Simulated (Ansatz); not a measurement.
# Pt(111) with 4 thermally displaced layers, 2x2: scattering by thermal displacements

How much do lattice vibrations at 80 K scatter the electrons of Pt? Layers with random displacements are laid between perfect leads, and the resistance is followed against their length. The measured value for the pure metal at this temperature is 1.922 µΩ cm (CRC Handbook of Chemistry and Physics, 84th ed., 2003, Electrical Resistivity of Pure Metals).

Program: Ansatz 0.2.0. Level of theory: Ansatz plane-wave DFT, PBE, PAW files; ballistic transport by layer matching (Landauer), zero bias; PAW set soft_1. Results are calculated unless marked as measured.

Report form: the programs' logs are mostly left out.

## 1. Set-up

The cell holds 40 atoms: 40 Pt. Cell: a = 5.546 Å, b = 5.546 Å, c = 22.699 Å, α = 93.5°, β = 86.5°, γ = 120.0°. It derives from Pt. Regions: lead, 24 atoms (24 Pt); scattering region, 16 atoms (16 Pt). The structure is stacked along c, and the current runs across the ab planes.

## 2. With 4 displaced layers

Each atom of 4 layers is moved at random, by amounts drawn from a normal law 0.0357 Å wide in each direction from the Debye model (240 K) at 80 K. The layers about the cell's end stay perfect and serve as the lead. Disorder leaves little or no symmetry, which makes such runs dear. Energies from -0.05 to 0.05 eV in steps of 0.05 eV are too few for the program's thermal sum, so it prints no conductance; for a metal the transmission near the Fermi level serves, at a fraction of the cost.

Input file input.yaml:

```yaml
crystal:
  lattice:
    - [5.5462627489, 0.0, 0.0]
    - [-2.7731313745, 4.8032044366, 0.0]
    - [1.3865656872, -0.8005340728, 22.6425228571]
  atoms:
    - { symbol: Pt, position: [0.9916666667, 0.0083333333, 0.05] }
    - { symbol: Pt, position: [0.9916666667, 0.5083333333, 0.05] }
    - { symbol: Pt, position: [0.4916666667, 0.0083333333, 0.05] }
    - { symbol: Pt, position: [0.4916666667, 0.5083333333, 0.05] }
    - { symbol: Pt, position: [0.1416666667, 0.3583333333, 0.15] }
    - { symbol: Pt, position: [0.1416666667, 0.8583333333, 0.15] }
    - { symbol: Pt, position: [0.6416666667, 0.3583333333, 0.15] }
    - { symbol: Pt, position: [0.6416666667, 0.8583333333, 0.15] }
[... 28 atom lines left out ...]
    - { symbol: Pt, position: [0.8416666667, 0.1583333333, 0.95] }
    - { symbol: Pt, position: [0.8416666667, 0.6583333333, 0.95] }
    - { symbol: Pt, position: [0.3416666667, 0.1583333333, 0.95] }
    - { symbol: Pt, position: [0.3416666667, 0.6583333333, 0.95] }
kpoints:
  mp_grid: { grid: [5, 5, 1] }
hamiltonian:
  xc: pbe
  pseudopotentials: { kind: paw, azcp: { folder: soft_1 } }
scf:
  occupations: { method: fermi_dirac, width: 0.1 }
output:
  transmission:
    leads: [[0, 4]]
    kmesh: [10, 10]
    e_range: [-0.05, 0.05]
    de: 0.05
  write_potential: true
  write_density: true
  volumetric_format: npy
  elf: true
```

The run is started by

```console
ansatz run input.yaml --threads 4 --pin off --max-ram 15360MiB --backend cpu --events-out ev --progress --plain --runs-dir out
```

Wall time 9.3 min (4 threads of Arm Neoverse V1, shared host); peak memory 5.7 GiB; 34 min of CPU time.

This step gave:

| Item | Value |
| --- | --- |
| free energy | -500988.1005 eV |
| energy at zero smearing | -500986.9840 eV |
| Fermi energy | 23.43 eV |
| cell area | 26.64 Å² |
| transmission per spin nearest the Fermi level | 6.472 |
| open channels per spin nearest the Fermi level | 6.89 |
| step of the lead's potential | 6 meV |

Per spin. Transmission, zone mean against energy, zero at the Fermi level:

```
energy (eV)  transmission, zone mean
    -0.0500                     6.66
     0.0000                     6.47
     0.0500                     5.98
```

Per spin. Table of open channels, zone mean, lead by energy, zero at the Fermi level:

```
energy (eV)  open channels, zone mean, lead
    -0.0500                            7.16
     0.0000                            6.89
     0.0500                            6.21
```

Transmission over k1 and k2. At 0.0000 eV from the Fermi level.

Ten even steps from '0' (2.99) to '9' (9.38):
```
9744479101
3475574300
3458185431
9451771549
9778727877
9945177154
3134581854
3003475574
9101974447
8933989339
```
Columns: k1 (b1) from -0.5 to 0.4; rows upwards: k2 (b2) from -0.5 to 0.4.

Open channels over k1 and k2. At 0.0000 eV from the Fermi level.

Ten even steps from '_' (3.0) to '@' (10.0):
```
@@##======##@@..__..
====##++++##====____
====++%%..%%++====..
@@==++..%%%%..++==@@
@@####%%%%::%%%%####
@@@@==++..%%%%..++==
==..====++%%..%%++==
==____====##++++##==
@@..__..@@##======##
@@@@====@@@@@@====@@
```
Columns: k1 (b1) from -0.5 to 0.4; rows upwards: k2 (b2) from -0.5 to 0.4.

Valence density in the ca plane at fractional y = 0.048, with atoms of Pt within 0.2 Å of it. It is the smooth field of the valence electrons, not physical close to the nuclei.

Ten even steps from '0' (0 e/Å³) to '9' (11 e/Å³), each cell a mean:
```
00000000000389610000000000000035410001100000
00000000000268510000000000000158730000000000
00000000000023200000000000000047620000000000
00000011000000000011000000000013210000000000
00000011000000000022100000000000000012210000
00000000000000000012100000000000000025620000
00000000000133100001000000000000000025630000
00000000000378510000000000000013210002210000
00000000000389610000000000000147620000000000
00000000000156410000000000000148730000000000
00000011000011100001000000000024420000000000
00000011000000000023200000000001100001100000
00000011000000000023200000000000000024420000
00000000000011000011100000000000000026630000
00000000000256310000000000000001000014420000
```
Columns run along c (16.0 Å, from fractional 0.15 to 0.85 of the cell), rows up along a (5.5 Å). Atoms in or near the plane, at fractional coordinates: Pt at (0.35, 0.95), Pt at (0.35, 0.43).

Electrostatic potential energy in the ca plane at fractional y = 0.048, with atoms of Pt within 0.2 Å of it. With pseudopotentials it is smooth inside the atoms' cores, unlike the true potential.

Ten even steps from '0' (-43 eV) to '9' (26 eV), each cell a mean:
```
99999999997200048999999999999730158986679999
99999999998400059999999999999610027999999999
88999877899732479988999999999720038999999999
67899745799987899865789998999853368987789999
77899744799999999743479987899998899863368999
88999877899977899853479987899999999830037999
99999999998622589976789998999988899840037999
99999999997200169999999999999853369963358999
99999999997200059999999999999610038998889999
88999988998510269999999999999610027999999999
77899756899865689876789999999841148999999999
67899744799998999842479988899986689975579999
88999855799998999742379987899999999841148999
99999988999755689864589988899999999830027999
99999999998400269988899999999976689851148999
```
Columns run along c (16.0 Å, from fractional 0.15 to 0.85 of the cell; values clipped at the 3rd and 97th percentile), rows up along a (5.5 Å). Atoms in or near the plane, at fractional coordinates: Pt at (0.35, 0.95), Pt at (0.35, 0.43).

ELF in the ca plane at fractional y = 0.048, with atoms of Pt within 0.2 Å of it. It is the smooth field of the valence electrons, not physical close to the nuclei.

Values, 8 rows by 16 columns, each cell a mean:
```
0.24 0.17 0.24 0.26 0.55 0.46 0.24 0.20 0.17 0.25 0.31 0.56 0.35 0.29 0.27 0.23
0.31 0.26 0.36 0.26 0.39 0.34 0.28 0.28 0.21 0.26 0.30 0.55 0.35 0.26 0.21 0.22
0.31 0.26 0.41 0.27 0.26 0.25 0.39 0.41 0.26 0.29 0.22 0.30 0.27 0.46 0.38 0.25
0.24 0.18 0.26 0.26 0.47 0.37 0.29 0.32 0.24 0.27 0.23 0.33 0.27 0.50 0.43 0.25
0.24 0.17 0.24 0.27 0.55 0.45 0.25 0.22 0.18 0.25 0.31 0.56 0.36 0.29 0.27 0.23
0.31 0.26 0.36 0.27 0.40 0.35 0.29 0.32 0.22 0.26 0.29 0.54 0.35 0.26 0.21 0.22
0.31 0.26 0.41 0.27 0.27 0.25 0.39 0.44 0.27 0.29 0.21 0.28 0.26 0.46 0.38 0.25
0.24 0.18 0.26 0.26 0.47 0.38 0.28 0.33 0.24 0.27 0.23 0.32 0.27 0.50 0.42 0.25
```
Columns run along c (16.0 Å, from fractional 0.15 to 0.85 of the cell), rows up along a (5.5 Å). Atoms in or near the plane, at fractional coordinates: Pt at (0.35, 0.95), Pt at (0.35, 0.43).

Over the solved energies the transmission per spin lies between 5.98 and 6.66, out of 6.75 channels of the lead on average (up to 7.16).

## 3. With 8 displaced layers

Each atom of 8 layers is moved at random, by amounts drawn from a normal law 0.0357 Å wide in each direction from the Debye model (240 K) at 80 K. A fresh draw is used; the growth of the resistance with length is what counts.

System of this step: Pt(111) with 8 thermally displaced layers, 2x2. The cell holds 56 atoms: 56 Pt. Cell: a = 5.546 Å, b = 5.546 Å, c = 31.740 Å, α = 87.5°, β = 92.5°, γ = 120.0°. It derives from Pt. Regions: lead, 24 atoms (24 Pt); scattering region, 32 atoms (32 Pt). The structure is stacked along c, and the current runs across the ab planes.

Input file input.yaml:

```yaml
crystal:
  lattice:
    - [5.5462627489, 0.0, 0.0]
    - [-2.7731313745, 4.8032044366, 0.0]
    - [-1.3865656872, 0.8005340728, 31.6995319999]
  atoms:
    - { symbol: Pt, position: [0.005952381, 0.994047619, 0.0357142857] }
    - { symbol: Pt, position: [0.005952381, 0.494047619, 0.0357142857] }
    - { symbol: Pt, position: [0.505952381, 0.994047619, 0.0357142857] }
    - { symbol: Pt, position: [0.505952381, 0.494047619, 0.0357142857] }
    - { symbol: Pt, position: [0.1845238095, 0.3154761905, 0.1071428571] }
    - { symbol: Pt, position: [0.1845238095, 0.8154761905, 0.1071428571] }
    - { symbol: Pt, position: [0.6845238095, 0.3154761905, 0.1071428571] }
    - { symbol: Pt, position: [0.6845238095, 0.8154761905, 0.1071428571] }
[... 44 atom lines left out ...]
    - { symbol: Pt, position: [0.3273809524, 0.1726190476, 0.9642857143] }
    - { symbol: Pt, position: [0.3273809524, 0.6726190476, 0.9642857143] }
    - { symbol: Pt, position: [0.8273809524, 0.1726190476, 0.9642857143] }
    - { symbol: Pt, position: [0.8273809524, 0.6726190476, 0.9642857143] }
kpoints:
  mp_grid: { grid: [5, 5, 1] }
hamiltonian:
  xc: pbe
  pseudopotentials: { kind: paw, azcp: { folder: soft_1 } }
scf:
  occupations: { method: fermi_dirac, width: 0.1 }
output:
  transmission:
    leads: [[0, 4]]
    kmesh: [10, 10]
    e_range: [-0.05, 0.05]
    de: 0.05
  write_potential: true
  write_density: true
  volumetric_format: npy
```

Elapsed: 16 min, on 4 threads; peak memory 9.6 GiB; 62 min of CPU time.

This step gave:

```yaml
free_energy: -701383.1347 eV
energy_at_zero_smearing: -701381.5858 eV
transmission_per_spin_nearest_the_fermi_level: 6.069
step_of_the_lead_s_potential: 2.6 meV
```

Per spin. Table of transmission, zone mean by energy, zero at the Fermi level:

```
energy (eV)  transmission, zone mean
    -0.0500                     6.28
     0.0000                     6.07
     0.0500                     5.68
```

Over the solved energies the transmission per spin lies between 5.68 and 6.28, out of 6.75 channels of the lead on average (up to 7.14).

## 4. With 12 displaced layers

Each atom of 12 layers is moved at random, by amounts drawn from a normal law 0.0357 Å wide in each direction from the Debye model (240 K) at 80 K. A fresh draw is used; the growth of the resistance with length is what counts.

System of this step: Pt(111) with 12 thermally displaced layers, 2x2. The cell holds 72 atoms: 72 Pt. Its edges and angles: a = 5.546 Å, b = 5.546 Å, c = 40.757 Å, α = 90.0°, β = 90.0°, γ = 120.0°. It derives from Pt. Regions: lead, 24 atoms (24 Pt); scattering region, 48 atoms (48 Pt). The structure is stacked along c, and the current runs across the ab planes.

Input file input.yaml:

```yaml
crystal:
  lattice:
    - [5.5462627489, 0.0, 0.0]
    - [-2.7731313745, 4.8032044366, 0.0]
    - [0.0, 0.0, 40.7565411427]
  atoms:
    - { symbol: Pt, position: [0.0, 0.0, 0.0277777778] }
    - { symbol: Pt, position: [0.0, 0.5, 0.0277777778] }
    - { symbol: Pt, position: [0.5, 0.0, 0.0277777778] }
    - { symbol: Pt, position: [0.5, 0.5, 0.0277777778] }
    - { symbol: Pt, position: [0.1666666667, 0.3333333333, 0.0833333333] }
    - { symbol: Pt, position: [0.1666666667, 0.8333333333, 0.0833333333] }
    - { symbol: Pt, position: [0.6666666667, 0.3333333333, 0.0833333333] }
    - { symbol: Pt, position: [0.6666666667, 0.8333333333, 0.0833333333] }
[... 60 atom lines left out ...]
    - { symbol: Pt, position: [0.3333333333, 0.1666666667, 0.9722222222] }
    - { symbol: Pt, position: [0.3333333333, 0.6666666667, 0.9722222222] }
    - { symbol: Pt, position: [0.8333333333, 0.1666666667, 0.9722222222] }
    - { symbol: Pt, position: [0.8333333333, 0.6666666667, 0.9722222222] }
kpoints:
  mp_grid: { grid: [5, 5, 1] }
hamiltonian:
  xc: pbe
  pseudopotentials: { kind: paw, azcp: { folder: soft_1 } }
scf:
  occupations: { method: fermi_dirac, width: 0.1 }
output:
  transmission:
    leads: [[0, 4]]
    kmesh: [10, 10]
    e_range: [-0.05, 0.05]
    de: 0.05
  write_potential: true
  write_density: true
  volumetric_format: npy
```

It took 28 min on 4 threads; peak memory 8.4 GiB; 1.8 h of CPU time.

Numbers from this step:

```
free energy                                   : -901777.8865 eV
energy at zero smearing                       : -901775.8689 eV
transmission per spin nearest the Fermi level : 5.599
step of the lead's potential                  : 7.3 meV
```

Per spin. Table of transmission, zone mean by energy, zero at the Fermi level:

```
energy (eV)  transmission, zone mean
    -0.0500                     5.79
     0.0000                     5.60
     0.0500                     5.35
```

Over the solved energies the transmission per spin lies between 5.35 and 5.79, out of 6.71 channels of the lead on average (up to 7.04).

## 5. The fit

This step: Ansatz plane-wave DFT, PBE, PAW files; ballistic transport by layer matching (Landauer), zero bias; resistivity from the slope of the area resistance; PAW set soft_1 (Ansatz 0.2.0).

Numbers from this step:

```
resistivity           : 4.066 µΩ cm
intercept             : -0.008086 fΩ m²
scatter about the fit : 0.002303 fΩ m²
```

Resistance, by row:

```
run  length (Å)      T  channels N  RA (fΩ m²)
 n4       9.057  6.373       6.753     0.03037
 n8       18.11  6.012       6.747     0.06231
n12       27.17   5.58       6.713       0.104
```

Area resistance against length of the displaced region:

```
length of the displaced region (Å)  area resistance (fΩ m²)
                              9.06                   0.0304
                             18.11                   0.0623
                             27.17                    0.104
```

The area resistance goes from 0.030 to 0.10 fΩ m² between 9.1 and 27.2 Å, a slope of 4.1 µΩ cm.

By hand from the end points: (0.1040 − 0.03037) fΩ m² / (27.17 − 9.06) Å = 4.1 µΩ cm, since 1 fΩ m² per Å is 1000 µΩ cm.

## 6. Results

- resistivity from the slope: 4.07 µΩ cm
- area resistance over 9.06 Å: 0.0304 fΩ m²
- area resistance over 18.1 Å: 0.0623 fΩ m²
- area resistance over 27.2 Å: 0.104 fΩ m²

**Reading.** The slope gives 4.1 µΩ cm. The points scatter by 0.0023 fΩ m² about the line, with one random draw a length in a 2x2 cell, so the slope is a rough value. The mean square of the displacements drawn is 0.78, 0.91 and 1.0 of the nominal one at the three lengths; with each resistance scaled back by that, the slope is 3.5 µΩ cm, the value used below. Read with a model of isotropic scattering on a spherical Fermi surface and the lead's 2.0×10¹⁵ S/m², this slope means a mean free path near 127 Å; over these lengths the model's slope is 1.14 times its bulk resistivity, which would be 3.0 µΩ cm. This far under the Debye temperature the model doesn't describe a real metal: frozen displacements count zero-point motion as scattering and turn electrons through all angles, while in the metal the short-wave phonons freeze out. The measured value is 1.922 µΩ cm (CRC Handbook of Chemistry and Physics, 84th ed., 2003, Electrical Resistivity of Pure Metals); the scaled slope is 1.8 times that and the corrected value 1.6: clearly high. Spin-orbit coupling is left out, which matters for Pt.

[Logs are printed without paths, hosts, clocks, repeated set-up lines and the standing remarks that a program may print on its own settings, such as how far it seeks lower states.]

[Hosts, paths, dates, database ids (printed as entryN), source tags and the programs' standing remarks are cut or masked in the printed files.]
